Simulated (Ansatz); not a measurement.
# SiBPC (zincblende [110] superlattice) (Pmn2_1): band gap by G0W0 on PBEsol, part 2 of 2

Aim: the quasiparticle gap of SiBPC (zincblende [110] superlattice) (Pmn2_1), starting from PBEsol.

Ansatz 0.2.0; PBEsol, then G0W0 on it, plane waves, PAW. Known limits of the many-body steps: finite bands, screening cutoff and k mesh; no spin-orbit coupling in G0W0; screening cutoff under 40 eV in some runs.

So far. Step 2 (The PBEsol band structure): Over mesh and path the gap is 0.634 eV, from k = Γ to k = (-0.500, 0.000, 0.000). The least direct gap found is 0.763 eV, at k = Γ. The program's warnings for this run: structure snapped to symmetry.

The structure was built from a prototype and need not be the compound's stable phase.

In doubt: masses and optical values from hybrid runs of this build are listed as unsure (in some of the runs), which bears on the screening that GW takes from such a start.

### 3. One-shot GW

G0W0 replaces the xc potential by a self-energy built once from the orbitals of the start. Levels are corrected in the window of bands that the input names, at points of the mesh.

This step: G0W0 on PBEsol, plane waves, PAW; PAW set soft_1.

input.yaml reads:

```yaml
crystal:
  lattice:
    - [3.14558516, 0.0, 0.0]
    - [0.0, 4.4642341616, -3.215e-07]
    - [0.0, -4.549e-07, 6.3290139136]
  atoms:
    - { symbol: B, position: [0.0, -0.0372303766, 0.1066363553] }
    - { symbol: P, position: [0.5, 0.220635989, 0.1416785451] }
    - { symbol: B, position: [0.5, 0.4627694246, 0.4034763715] }
    - { symbol: P, position: [0.0, 0.7206358291, 0.3684342424] }
    - { symbol: Si, position: [0.0, 0.0396981793, 0.6470593502] }
    - { symbol: C, position: [0.5, 0.2768961569, 0.6285279624] }
    - { symbol: Si, position: [0.5, 0.5396982904, 0.8630534045] }
    - { symbol: C, position: [0.0, 0.7768965074, 0.8815848335] }
kpoints:
  mp_grid: { grid: [4, 4, 2] }
hamiltonian:
  xc: pbesol
  pseudopotentials: { kind: paw, azcp: { folder: soft_1 }, xc_functional: pbe }
scf:
  occupations: { method: fixed }
gw:
  n_empty_bands: 172
  ecut_chi: 90.0
  qp_bands: [v2, c2]
  qp_kpoints: band_edges
  screening: { model: contour_deformation }
```

Command:

```
> ansatz run input.yaml --threads 4 --pin off --max-ram 17510MiB --backend cpu --events-out ev --progress --plain --runs-dir out
```

Numbers of over 12 decimals in the logs are rounded to 6 here.

The program printed:

```text
[...]
Crystal: 8 atoms, lattice volume = 88.876 Å³
Basis set: ecut = 420 eV, 1717 PW (Γ)
Bands: 24, of which v1, the nominal top of the filled ones, is band 16 counted from 1 (15 counted from 0)
Symmetry: 4 space group operations
[...]
k-points: 18 of 32 (time reversal used)
[...]
SCF iter   1: F=—  HF=-3527.395304 eV  |F-HF|=—  |Δ(HF+E_count)|=         —  Δρ=1.03e-1  dr2=1.21e1  ethr=3.10e-3  ⟨swp⟩=5.1  Hψ=2066  notcnv=0  defer=82
[...]
SCF iter   9: F=-3523.605394 eV  HF=-3523.605394 eV  |F-HF|=1.01e-8  |Δ(HF+E_count)|=   2.76e-8  Δρ=6.62e-6  dr2=1.33e-8  ethr=3.13e-10  ⟨swp⟩=12.1  Hψ=2421  notcnv=0
SCF 1 converged in 9 iterations: F = -3523.605394 eV  dr2 = 1.33e-8
[...]
NSCF: frozen V_eff on 18 k-points
G₀W₀ screening: q 1/18
[... further progress lines ...]
SCF converged after 9 iterations
Free energy (F): -3523.605394 eV
[...]
Internal energy: -3523.605394 eV  (E = F + TS)
E sigma→0 (E₀):  -3523.605394 eV
Fermi energy:    9.802477 eV
[...]
--- Band table (eV; the first three rows and the last of 18) ---
  k-point 0: bands = [... 12 lower, 7.9228, 9.1400, 9.5433, 9.8025, 10.5512, 11.6330, 13.4313, 13.8122, ... 4 higher]
  k-point 1: bands = [... 12 lower, 7.2870, 8.0783, 8.7183, 9.7097, 11.6364, 11.9547, 14.2428, 14.2487, ... 4 higher]
  k-point 2: bands = [... 12 lower, 8.0541, 8.3170, 8.4510, 9.0859, 10.9679, 12.2789, 12.9627, 14.1631, ... 4 higher]
  k-point 17: bands = [... 12 lower, 6.5070, 6.5070, 6.8205, 6.8205, 13.3710, 13.3710, 14.1030, 14.1030, ... 4 higher]
--- G₀W₀: contour deformation, 7 samples at zero and on the imaginary axis and 1 off it, 32 q-points, 172 empty bands' worth ---
  eigenvalues of the whole cell's RPA ε∞ on this k-mesh (on a slab, of 1 + 4πα/V) = 9.0065, 9.8142, 10.7579; static W/v taken at q = 0 is 0.099559
  gw.qp_kpoints: band_edges: 7 of 18 stored k-points solved, in 1 pass; an edge of the gap read off the rows below is read off those points alone
    valence top: of the k-points left out ik 3 came nearest to being solved in a further pass, in band 16 (counted from 1, as in the quasiparticle table): it holds the edge there only if its correction is more favourable than any solved in that band by at least 0.705 eV; those differ by 0.167 eV
    conduction bottom: of the k-points left out ik 2 came nearest to being solved in a further pass, in band 17 (counted from 1, as in the quasiparticle table): it holds the edge there only if its correction is more favourable than any solved in that band by at least 0.545 eV; those differ by 0.165 eV
    ik  band        ε_KS         Σx   Σc(E_QP)       V_xc       Z   E_QP_lin       E_QP  E_QP is
     0    15      9.5433   -17.2972     1.7038   -15.3760  0.7893     9.3256     9.3259  root
     0    16      9.8025   -17.1367     1.6641   -15.2315  0.7894     9.5611     9.5615  root
     0    17     10.5512    -7.1672    -4.1305   -11.7273  0.8062    10.9821    10.9808  root
     0    18     11.6330    -7.3078    -4.3234   -12.1015  0.8030    12.1049    12.1033  root
     1    15      8.7183   -18.0132     2.2449   -15.5137  0.7830     8.4632     8.4638  root
     1    16      9.7097   -16.9770     1.6324   -15.0876  0.7887     9.4523     9.4527  root
     1    17     11.6364    -7.1089    -4.4062   -11.9954  0.8039    12.1186    12.1168  root
     1    18     11.9547    -7.2164    -4.3811   -12.0734  0.8020    12.4324    12.4306  root
     4    15      8.3799   -17.4263     2.1731   -14.9110  0.7812     8.0367     8.0376  root
     4    16      8.3799   -17.4263     2.1731   -14.9110  0.7812     8.0367     8.0376  root
     4    17     11.9415    -7.7185    -4.3802   -12.5999  0.7980    12.4447    12.4426  root
     4    18     11.9415    -7.7185    -4.3802   -12.5999  0.7980    12.4447    12.4426  root
     8    15      8.4969   -17.3668     2.0597   -14.9769  0.7839     8.1658     8.1667  root
     8    16      8.6669   -17.3026     1.9311   -15.0946  0.7857     8.3895     8.3900  root
     8    17     11.9671    -7.3407    -4.3011   -12.1298  0.8021    12.4570    12.4551  root
     8    18     12.0376    -7.2706    -4.3132   -12.0608  0.8014    12.5163    12.5145  root
    12    15      7.8129   -17.4768     2.3028   -14.7909  0.7791     7.4286     7.4298  root
    12    16      7.8129   -17.4768     2.3028   -14.7909  0.7791     7.4286     7.4298  root
    12    17     10.4228    -7.2383    -3.9831   -11.6286  0.8086    10.8311    10.8300  root
    12    18     10.4228    -7.2383    -3.9831   -11.6286  0.8086    10.8311    10.8300  root
    15    15      6.7526   -17.2357     2.4912   -14.3361  0.7723     6.3424     6.3442  root
    15    16      6.7526   -17.2357     2.4912   -14.3361  0.7723     6.3424     6.3442  root
    15    17     11.5939    -7.3623    -4.2296   -12.0527  0.8024    12.0563    12.0547  root
    15    18     11.5939    -7.3623    -4.2296   -12.0527  0.8024    12.0563    12.0547  root
    16    15      8.0868   -17.6496     2.2074   -15.1269  0.7813     7.7706     7.7714  root
    16    16      8.0868   -17.6496     2.2074   -15.1269  0.7813     7.7706     7.7714  root
    16    17     13.1136    -8.4568    -4.5654   -13.5946  0.7913    13.6892    13.6860  root
    16    18     13.1136    -8.4568    -4.5654   -13.5946  0.7913    13.6892    13.6860  root
```

Run time: 38 s. Hardware: 4 threads of Arm Neoverse V1, shared host; peak memory 0.82 GiB; 2.4 min of CPU time.

Numbers from this step:

* bands summed: 188
* RPA ε∞ on this mesh (eigenvalues): 9.007, 9.814, 10.76
* plane waves in the screening matrix: 175
* q-points in the mesh: 32
* G0W0 gap over the corrected points: 1.269 eV
* k of the valence top: 0, 0, 0
* k of the conduction bottom: -0.5, 0, 0
* starting gap on the mesh: 0.6203 eV
* Z at the valence top: 0.7894
* Z at the conduction bottom: 0.8086
* least direct G0W0 gap over the corrected points: 1.419 eV

Over 7 of 18 irreducible mesh points the G0W0 gap is 1.269 eV, from k = Γ to k = (-0.500, 0.000, 0.000). The PBEsol gap of this run on the mesh is 0.620 eV. The two states that bound the G0W0 gap lie that far apart at the start, so the correction of the gap is 1.269 − 0.620 = +0.649 eV. The start of this run differs from the step before in mesh (8×6×4 and 4×4×2). The program's warnings for this run: structure snapped to symmetry.

Labels follow the order of the start: v1 is the top filled band, c1 the lowest empty one; levels that stay degenerate share a row, the window can cut a multiplet, doubted levels are not marked in this list, bands outside the window were not corrected, and the list may be a part of the corrected levels. Levels before and after the correction, in eV, zero at the valence-band top of each column:

```csv
,conduction bottom,valence top
Kohn-Sham,0.62,0.00
G0W0,1.27,0.00
```

```csv
,level,occupation,energy (eV)
Kohn-Sham,Γ v2,2,-0.259
Kohn-Sham,Γ v1,2,0.000
Kohn-Sham,Γ c1,0,0.749
Kohn-Sham,Γ c2,0,1.831
Kohn-Sham,(-0.5 0 0) v2-v1,2,-1.990
Kohn-Sham,(-0.5 0 0) c1-c2,0,0.620
G0W0,Γ v2,2,-0.236
G0W0,Γ v1,2,0.000
G0W0,Γ c1,0,1.419
G0W0,Γ c2,0,2.542
G0W0,(-0.5 0 0) v2-v1,2,-2.132
G0W0,(-0.5 0 0) c1-c2,0,1.269
```

The parts of the quasiparticle energy for the two states that bound the G0W0 gap, in eV on the run's own scale (QP = start + Σx + Σc − Vxc, with Σc at the quasiparticle energy):

```csv
edge,k,band,start,Σx,Σc,Vxc,Z,QP
valence top,Γ,16,9.803,−17.137,1.664,−15.232,0.789,9.562
conduction bottom,"(-0.500, 0.000, 0.000)",17,10.423,−7.238,−3.983,−11.629,0.809,10.830
```

### 4. The runs together

Each gap is the least one over the points named; times are wall times on shared hosts, not benchmarks. A G0W0 time includes the run's own self-consistent start. Rows marked * are further runs, not shown as steps, whose inputs differ from the G0W0 step on the same start in the columns given; solver thresholds can differ too.

```csv
level,mesh,"files, cutoff","bands summed, screening",points,gap (eV),valence top,conduction bottom,least direct gap (eV),time
PBEsol,8×6×4,"soft_1 PAW, 420 eV",-,mesh and path,0.634,Γ,"(-0.500, 0.000, 0.000)",0.763,6.9 s
G0W0@PBEsol*,4×4×2,"soft_1 PAW, 420 eV","59, 36 eV",7 of 18 irreducible mesh points,0.999,Γ,"(-0.500, 0.000, 0.000)",1.155,9.9 s
G0W0@PBEsol,4×4×2,"soft_1 PAW, 420 eV","188, 90 eV",7 of 18 irreducible mesh points,1.269,Γ,"(-0.500, 0.000, 0.000)",1.419,38 s
```

### 5. Outcome

```
PBEsol gap over mesh and path                        : 0.634 eV, from k = Γ to k = (-0.500, 0.000, 0.000)
G0W0@PBEsol gap over 7 of 18 irreducible mesh points : 1.269 eV, from k = Γ to k = (-0.500, 0.000, 0.000)
GW settings                                          : 4×4×2 mesh, 172 empty bands, screening to 90 eV, PAW set soft_1 files
known limits                                         : finite bands, screening cutoff and k mesh; no spin-orbit coupling in G0W0; screening cutoff under 40 eV in some runs
```

What this shows: Over 7 of 18 irreducible mesh points the G0W0 gap is 1.269 eV, from k = Γ to k = (-0.500, 0.000, 0.000). The PBEsol gap of this run on the mesh is 0.620 eV. The two states that bound the G0W0 gap lie that far apart at the start, so the correction of the gap is 1.269 − 0.620 = +0.649 eV. The valence state moves by 9.562 − 9.803 = −0.241 eV and the conduction state by 10.830 − 10.423 = +0.407 eV, on the run's own scale; with 59 bands the edge states move by +0.540 and +0.918 eV, so the split between the edges depends on the bands and cutoff. Both edges that PBEsol shows over mesh and path lie at k points where levels were corrected. Levels at other points were not corrected, so a lower G0W0 gap elsewhere in the zone is not ruled out. From 59 bands and 36 eV to 188 bands and 90 eV the gap moves by 1.269 − 0.999 = +0.270 eV; bands and screening cutoff rise together, so their parts are not told apart. Two runs can't test a law of convergence, so the limit is not known. G0W0 on other starts in this series, not shown as steps and not all at these settings: 1.408 eV on HSE06 (4×4×2, soft_1 PAW, 96 bands, 54 eV). For the G0W0 step: the program's warnings for this run: structure snapped to symmetry. For the further run with 59 bands on the 4×4×2 mesh, the program warns: structure snapped to symmetry. The G0W0 runs are scalar-relativistic. No pair of G0W0 runs that differ in the mesh alone is shown (4×4×2 is a supercell whose nearest images lie 13 Å apart), so the error from the mesh is not known here. G0W0 is shown with one set of atomic data (soft_1 PAW), so the error from the files is not known here. A screening cutoff under 40 eV is crude: G0W0@PBEsol with 59 bands at 36 eV.

[Paths, hosts, dates, memory and timing lines, banners, echoed tables and standing remarks are left out of the program output.]

[Logs are printed without paths, hosts, clocks, repeated set-up lines and the standing remarks that a program may print on its own settings, such as how far it seeks lower states.]

[Runs of the session that timed out or met a known fault of the program may be left out.]

[Cells called generated may have been cut or substituted from an entry of the Crystallography Open Database or the Materials Project.]

[Hosts, paths, dates, database ids (printed as entryN), source tags and the programs' standing remarks are cut or masked in the printed files.]

[Where an RPA ε∞ is given, it is that of the G0W0 mesh and is not shown converged in it. Names of k-points follow the symmetry that the program found, which can be lower than the space group named. Band edges on a path are those of the sampled points; other points can move an edge, and change direct to indirect where valleys lie close.]

[Hybrid gaps are those of their k-mesh and are not shown converged in it.]
